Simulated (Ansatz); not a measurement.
# Which site? a vacancy of C in amorphous carbon (160 atoms)

Aim: make a vacancy of C at several sites of amorphous carbon (160 atoms), relax each, and compare their energies.

Method: Kohn-Sham DFT, PBE, PAW (set soft_2), plane waves, in Ansatz 0.2.0.

**1. Set-up**

The cell holds 160 atoms: 160 C. Its edges and angles: a = 12.341 Å, b = 12.341 Å, c = 12.341 Å, α = 90.0°, β = 90.0°, γ = 90.0°. 160 atoms (160 C) placed at random at 1.7 g/cm³, melted at 6000 K for 10 ps at fixed volume with the LCBOP (Los and Fasolino, Phys. Rev. B 68, 024107 (2003)). Quenched from 4800 K to 100 K at 500 K/ps and fixed volume, held 5 ps.

Limits known from the start: The quench rate of 500 K/ps far exceeds what a furnace or splat quench reaches, so expect more defects and frozen-in strain than in a real sample. The starting topology of bonds comes from the classical model, and needn't be the one that DFT or experiment would give. Sampling is at Γ alone, for a cell whose shortest periodic width is 12 Å.

**2. Single point at the start**

A single point comes first, to see the forces before anything moves.

File input.yaml:

```yaml
crystal:
  lattice:
    - [12.3406, 0.0, 0.0]
    - [0.0, 12.3406, 0.0]
    - [0.0, 0.0, 12.3406]
  atoms:
    - { symbol: C, position: [0.27621, 0.77974, 0.66626] }
    - { symbol: C, position: [0.73202, 0.86912, 0.03234] }
    - { symbol: C, position: [0.73884, 0.92068, 0.74209] }
    - { symbol: C, position: [0.63849, 0.97168, 0.703] }
    - { symbol: C, position: [0.88883, 0.06891, 0.4711] }
    - { symbol: C, position: [0.17582, 0.19577, 0.2608] }
    - { symbol: C, position: [0.46558, 0.36906, 0.72683] }
    - { symbol: C, position: [0.84934, 0.18331, 0.02436] }
    - { symbol: C, position: [0.35699, 0.52464, 0.02419] }
    - { symbol: C, position: [0.50807, 0.61506, 0.81477] }
    - { symbol: C, position: [0.60466, 0.15386, 0.64236] }
    - { symbol: C, position: [0.76718, 0.1659, 0.10228] }
    - { symbol: C, position: [0.7395, 0.83052, 0.92067] }
    - { symbol: C, position: [0.16726, 0.79431, 0.36136] }
    - { symbol: C, position: [0.56146, 0.2704, 0.4879] }
    - { symbol: C, position: [0.05582, 0.75769, 0.65591] }
    - { symbol: C, position: [0.93712, 0.2919, 0.85157] }
    - { symbol: C, position: [0.72099, 0.78263, 0.10966] }
    - { symbol: C, position: [0.89163, 0.71649, 0.29426] }
    - { symbol: C, position: [0.39831, 0.62813, 0.59915] }
    - { symbol: C, position: [0.35106, 0.40844, 0.00639] }
    - { symbol: C, position: [0.4277, 0.99944, 0.40063] }
    - { symbol: C, position: [0.40725, 0.4026, 0.44512] }
    - { symbol: C, position: [0.28456, 0.20434, 0.22442] }
    - { symbol: C, position: [0.42861, 0.69309, 0.78429] }
    - { symbol: C, position: [0.75753, 0.55264, 0.17576] }
    - { symbol: C, position: [0.33604, 0.44055, 0.5352] }
    - { symbol: C, position: [0.08661, 0.26968, 0.60162] }
    - { symbol: C, position: [0.09551, 0.80975, 0.97007] }
    - { symbol: C, position: [0.56776, 0.13586, 0.75757] }
    - { symbol: C, position: [0.72564, 0.45874, 0.55364] }
    - { symbol: C, position: [0.82109, 0.87818, 0.66647] }
    [... 122 atom lines left out ...]
    - { symbol: C, position: [0.36152, 0.72555, 0.28507] }
    - { symbol: C, position: [0.32494, 0.21997, 0.75712] }
    - { symbol: C, position: [0.29595, 0.35435, 0.60719] }
    - { symbol: C, position: [0.1035, 0.26679, 0.20136] }
    - { symbol: C, position: [0.36876, 0.30578, 0.68446] }
    - { symbol: C, position: [0.67639, 0.89504, 0.46783] }
kpoints:
  mp_grid: { grid: [1, 1, 1] }
hamiltonian:
  xc: pbe
scf:
  occupations: { method: gaussian, width: 0.05 }
output:
  forces: true
```

Command:

```
> ansatz run input.yaml --threads 4 --pin off --max-ram 8192MiB --backend cpu --events-out ev --progress --plain --runs-dir out
```

Numbers of over 12 decimals in the logs are rounded to 6 here.

The program printed:

```text
[...]
Pseudopotentials: kind: paw
Pseudopotential: C, paw, valence charge 4, recommended cutoff 420 eV (normal), C.paw.azcp
[... 5 lines on functional and potentials left out ...]
Crystal: 160 atoms, lattice volume = 1879.355 Å³
Basis set: ecut = 420 eV, 36785 PW (Γ), exchange–correlation on 180×180×180 points (8 copies of the dense FFT grid, shifted against one another)
Bands: 480, of which v1, the nominal top of the filled ones, is band 320 counted from 1 (319 counted from 0)
Symmetry: 1 space group operations
Space group: P1 (ITA 1), of the structure as read, at distance tolerance 1.2e-4 Å
k-points: 1
[... 3 lines on functional and potentials left out ...]
Initial density: superposition of atomic densities (neutral atoms: chi_scale 0, normalization atom), corrected by the library's trained network
Initial wavefunctions: pseudopotential atomic-orbital guess
[...]
SCF iter   1: F=—  HF=-39992.210405 eV  |F-HF|=—  |Δ(HF+E_count)|=         —  Δρ=1.38e-2  dr2=1.08e1  ethr=1.77e-3  ⟨swp⟩=6.0  Hψ=2117  notcnv=0  defer=99
preconditioner: auto → LDOS  [metal: Δε(μ)=0.029 eV  Ē_g=13.266 eV  σ=0.050 eV  W_gap=0.32  n_scr=388 (ndim 8)  ℏωp=21.7 eV  f_vac=0.179  D(μ)=58.48/eV (n_scr^D=436)  β→1.0]
SCF iter   2: F=—  HF=-39991.380674 eV  |F-HF|=—  |Δ(HF+E_count)|=   8.30e-1  Δρ=6.37e-3  dr2=1.42e0  ethr=1.69e-3  ⟨swp⟩=2.0  Hψ=560  notcnv=0  defer=149
SCF iter   3: F=—  HF=-39991.260016 eV  |F-HF|=—  |Δ(HF+E_count)|=   1.21e-1  Δρ=2.22e-3  dr2=1.68e-1  ethr=2.22e-4  ⟨swp⟩=2.0  Hψ=575  notcnv=0  defer=40
automatic band count: iteration 3 solves 371 bands in place of 480: the levels show a gap, and the empty bands left out lie too high to hold charge; the band table lists the bands solved (type scf.n_extra_bands for more)
SCF iter   4: F=—  HF=-39991.247277 eV  |F-HF|=—  |Δ(HF+E_count)|=   1.27e-2  Δρ=9.22e-4  dr2=2.83e-2  ethr=2.62e-5  ⟨swp⟩=2.0  Hψ=619  notcnv=0  defer=40
SCF iter   5: F=—  HF=-39991.245372 eV  |F-HF|=—  |Δ(HF+E_count)|=   1.90e-3  Δρ=4.48e-4  dr2=6.99e-3  ethr=4.42e-6  ⟨swp⟩=3.0  Hψ=734  notcnv=0  defer=40
[...]
SCF iter  13: F=—  HF=-39991.248490 eV  |F-HF|=—  |Δ(HF+E_count)|=   2.34e-8  Δρ=1.99e-6  dr2=1.54e-7  ethr=8.61e-11  ⟨swp⟩=2.0  Hψ=439  notcnv=0  defer=40
SCF iter  14: F=-39991.248490 eV  HF=-39991.248490 eV  |F-HF|=2.98e-8  |Δ(HF+E_count)|=   4.96e-9  Δρ=9.96e-7  dr2=3.73e-8  ethr=1.56e-11  ⟨swp⟩=3.0  Hψ=1000  notcnv=0
SCF 1 converged in 14 iterations: F = -39991.248490 eV  dr2 = 3.73e-8
[...]
SCF converged after 14 iterations
Free energy (F): -39991.248490 eV
Harris-Foulkes:  -39991.248490 eV  (|F-HF|=2.98e-8)
Internal energy: -39991.172196 eV  (E = F + TS)
E sigma→0 (E₀):  -39991.210343 eV
Entropy (-TS):   -0.076294 eV (-0.477 meV/atom)
Fermi energy:    3.906989 eV
--- Per-component energies (eV) ---
[...]
Σ components = -39991.248490   (vs F -39991.248490, Δ=0.00e0)
--- Forces (eV/Å), atoms counted from 1 ---
  atom   1  C     -0.57476278    -0.09986622     0.10005498
  atom   2  C      0.74285400     0.47810602     0.42357381
  atom   3  C     -2.21974499     1.52221287    -2.58887678
  atom   4  C      1.13273177     0.36891869     0.16907714
[...]
atom 160  C      2.03229120    -1.82043080     1.11743291
  max |Σ_I F_I| component: 2.44e-5 eV/Å
```

Run time: 9.3 s. Hardware: 4 threads of AMD EPYC 9R45, shared host; peak memory 2.7 GiB.

The r.m.s. force at the start is 1.4 eV/Å.

**3. Relaxation**

The atoms are relaxed in the fixed cell, aiming at the force tolerance of the input.

File input.yaml:

```yaml
crystal:
  lattice:
    - [12.3406, 0.0, 0.0]
    - [0.0, 12.3406, 0.0]
    - [0.0, 0.0, 12.3406]
  atoms:
    [... the 160 atom lines of step 2 ...]
kpoints:
  mp_grid: { grid: [1, 1, 1] }
hamiltonian:
  xc: pbe
scf:
  occupations: { method: gaussian, width: 0.05 }
output:
  forces: true
relax:
  f_tol: 0.05
  max_steps: 120
```

The program printed:

```text
[...]
Crystal: 160 atoms, lattice volume = 1879.355 Å³
Basis set: ecut = 420 eV, 36785 PW (Γ), exchange–correlation on 180×180×180 points (8 copies of the dense FFT grid, shifted against one another)
Bands: 480, of which v1, the nominal top of the filled ones, is band 320 counted from 1 (319 counted from 0)
Symmetry: 1 space group operations
[...]
k-points: 1
[...]
SCF iter   1: F=—  HF=-39992.210405 eV  |F-HF|=—  |Δ(HF+E_count)|=         —  Δρ=1.38e-2  dr2=1.08e1  ethr=1.77e-3  ⟨swp⟩=6.0  Hψ=2117  notcnv=0  defer=99
[...]
SCF iter   8: F=—  HF=-39991.248494 eV  |F-HF|=—  |Δ(HF+E_count)|=   1.68e-5  Δρ=5.47e-5  dr2=8.93e-5  ethr=5.29e-8  ⟨swp⟩=2.0  Hψ=618  notcnv=0  defer=149
SCF iter   9: F=-39991.248472 eV  HF=-39991.248491 eV  |F-HF|=1.94e-5  |Δ(HF+E_count)|=   2.72e-6  Δρ=2.88e-5  dr2=2.55e-5  ethr=9.77e-9  ⟨swp⟩=3.0  Hψ=1096  notcnv=0
SCF 1 converged in 9 iterations: F = -39991.248472 eV  dr2 = 2.55e-5
[...]
relax step   1: F+E_penalty+E_count = -39991.24847177 eV  Δ(F+E_penalty+E_count) = +0.000e0 eV  max|allowed force component| = 5.487e0 eV/Å  Δτ_max = 0.0000 Å  (9 SCF iters, dr2 threshold 6.25e-5 eV, accepted)
[...]
relax step   2: F+E_penalty+E_count = -40001.91027740 eV  Δ(F+E_penalty+E_count) = -1.066e1 eV  max|allowed force component| = 3.518e0 eV/Å  Δτ_max = 0.1949 Å  (10 SCF iters, dr2 threshold 1.00e-4 eV, accepted)
[...]
relax step   3: F+E_penalty+E_count = -40006.78925314 eV  Δ(F+E_penalty+E_count) = -4.879e0 eV  max|allowed force component| = 1.145e0 eV/Å  Δτ_max = 0.1948 Å  (9 SCF iters, dr2 threshold 1.00e-4 eV, accepted)
relax step   4: F+E_penalty+E_count = -40008.39964894 eV  Δ(F+E_penalty+E_count) = -1.610e0 eV  max|allowed force component| = 1.530e0 eV/Å  Δτ_max = 0.1947 Å  (10 SCF iters, dr2 threshold 1.00e-4 eV, accepted)
relax step   5: F+E_penalty+E_count = -40010.13710066 eV  Δ(F+E_penalty+E_count) = -1.737e0 eV  max|allowed force component| = 1.633e0 eV/Å  Δτ_max = 0.1965 Å  (10 SCF iters, dr2 threshold 1.00e-4 eV, accepted)
relax step   6: F+E_penalty+E_count = -40011.23308991 eV  Δ(F+E_penalty+E_count) = -1.096e0 eV  max|allowed force component| = 2.787e0 eV/Å  Δτ_max = 0.1991 Å  (8 SCF iters, dr2 threshold 1.00e-4 eV, accepted)
relax step   7: F+E_penalty+E_count = -40012.20642064 eV  Δ(F+E_penalty+E_count) = -9.733e-1 eV  max|allowed force component| = 1.496e0 eV/Å  Δτ_max = 0.0939 Å  (7 SCF iters, dr2 threshold 1.00e-4 eV, accepted)
relax step   8: F+E_penalty+E_count = -40013.22589274 eV  Δ(F+E_penalty+E_count) = -1.019e0 eV  max|allowed force component| = 1.769e0 eV/Å  Δτ_max = 0.1948 Å  (7 SCF iters, dr2 threshold 1.00e-4 eV, accepted)
relax step   9: F+E_penalty+E_count = -40013.69732127 eV  Δ(F+E_penalty+E_count) = -4.714e-1 eV  max|allowed force component| = 3.358e0 eV/Å  Δτ_max = 0.1949 Å  (10 SCF iters, dr2 threshold 1.00e-4 eV, accepted)
relax step  10: F+E_penalty+E_count = -40014.66283038 eV  Δ(F+E_penalty+E_count) = -9.655e-1 eV  max|allowed force component| = 1.891e0 eV/Å  Δτ_max = 0.1949 Å  (9 SCF iters, dr2 threshold 1.00e-4 eV, accepted)
relax step  11: F+E_penalty+E_count = -40015.35698146 eV  Δ(F+E_penalty+E_count) = -6.942e-1 eV  max|allowed force component| = 2.291e0 eV/Å  Δτ_max = 0.2000 Å  (9 SCF iters, dr2 threshold 1.00e-4 eV, accepted)
relax step  12: F+E_penalty+E_count = -40015.75676346 eV  Δ(F+E_penalty+E_count) = -3.998e-1 eV  max|allowed force component| = 9.446e-1 eV/Å  Δτ_max = 0.1948 Å  (8 SCF iters, dr2 threshold 1.00e-4 eV, accepted)
relax step  13: F+E_penalty+E_count = -40015.94381599 eV  Δ(F+E_penalty+E_count) = -1.871e-1 eV  max|allowed force component| = 1.196e0 eV/Å  Δτ_max = 0.1025 Å  (8 SCF iters, dr2 threshold 1.00e-4 eV, accepted)
relax step  14: F+E_penalty+E_count = -40016.06153270 eV  Δ(F+E_penalty+E_count) = -1.177e-1 eV  max|allowed force component| = 5.979e-1 eV/Å  Δτ_max = 0.1132 Å  (8 SCF iters, dr2 threshold 1.00e-4 eV, accepted)
relax step  15: F+E_penalty+E_count = -40016.15099932 eV  Δ(F+E_penalty+E_count) = -8.947e-2 eV  max|allowed force component| = 3.266e-1 eV/Å  Δτ_max = 0.1077 Å  (8 SCF iters, dr2 threshold 8.93e-5 eV, accepted)
relax step  16: F+E_penalty+E_count = -40016.17786992 eV  Δ(F+E_penalty+E_count) = -2.687e-2 eV  max|allowed force component| = 2.232e-1 eV/Å  Δτ_max = 0.0525 Å  (8 SCF iters, dr2 threshold 2.66e-5 eV, accepted)
relax step  17: F+E_penalty+E_count = -40016.18613074 eV  Δ(F+E_penalty+E_count) = -8.261e-3 eV  max|allowed force component| = 1.390e-1 eV/Å  Δτ_max = 0.0186 Å  (7 SCF iters, dr2 threshold 1.49e-5 eV, accepted)
relax step  18: F+E_penalty+E_count = -40016.18834156 eV  Δ(F+E_penalty+E_count) = -2.211e-3 eV  max|allowed force component| = 8.795e-2 eV/Å  Δτ_max = 0.0117 Å  (7 SCF iters, dr2 threshold 7.48e-6 eV, accepted)
relax step  19: F+E_penalty+E_count = -40016.18933945 eV  Δ(F+E_penalty+E_count) = -9.979e-4 eV  max|allowed force component| = 3.108e-2 eV/Å  Δτ_max = 0.0043 Å  (6 SCF iters, dr2 threshold 3.00e-6 eV, accepted)
[...]
relax step  20: F+E_penalty+E_count = -40016.18934085 eV  Δ(F+E_penalty+E_count) = -1.400e-6 eV  max|allowed force component| = 3.128e-2 eV/Å  Δτ_max = 0.0000 Å  (5 SCF iters, accepted)
SCF converged after 5 iterations
Free energy (F): -40016.189341 eV
[...]
Internal energy: -40016.187618 eV  (E = F + TS)
E sigma→0 (E₀):  -40016.188480 eV
Entropy (-TS):   -0.001723 eV (-0.011 meV/atom)
Fermi energy:    4.005620 eV
[...]
Σ components = -40016.189341   (vs F -40016.189341, Δ=0.00e0)
--- Forces (eV/Å), atoms counted from 1 ---
  atom   1  C     -0.00619678    -0.00121345     0.00513038
  atom   2  C      0.00345713    -0.00097294     0.00330177
  atom   3  C      0.00081487     0.00113017    -0.00209713
  atom   4  C     -0.00066918    -0.00258151     0.00215142
[...]
atom 160  C     -0.00108023    -0.00337405     0.00237623
  max |Σ_I F_I| component: 7.18e-5 eV/Å
--- Relaxed structure (20 steps of the walk, 20 accepted, 0 SCFs on fresh bases) ---
  F+E_penalty+E_count = -40016.18934085 eV   max|allowed force component| = 3.128e-2 eV/Å
  atoms:
    - { symbol: C, position: [0.256117, 0.765523, 0.672066] }
    - { symbol: C, position: [0.733339, 0.881897, 0.031955] }
    - { symbol: C, position: [0.730605, 0.932998, 0.732732] }
    - { symbol: C, position: [0.636145, 0.985429, 0.699180] }
[...]
- { symbol: C, position: [0.687201, 0.898226, 0.471954] }
```

Elapsed: 2 min, on 4 threads; peak memory 2.7 GiB; 7.7 min of CPU time.

The relaxation converged after 20 steps, 24.9 eV below its start, with a largest force component of 0.031 eV/Å.

[end of part 1 of 3]

[Logs are printed without paths, hosts, clocks, repeated set-up lines and the standing remarks that a program may print on its own settings, such as how far it seeks lower states.]

[Hosts, paths, dates, database ids (printed as entryN), source tags and the programs' standing remarks are cut or masked in the printed files.]
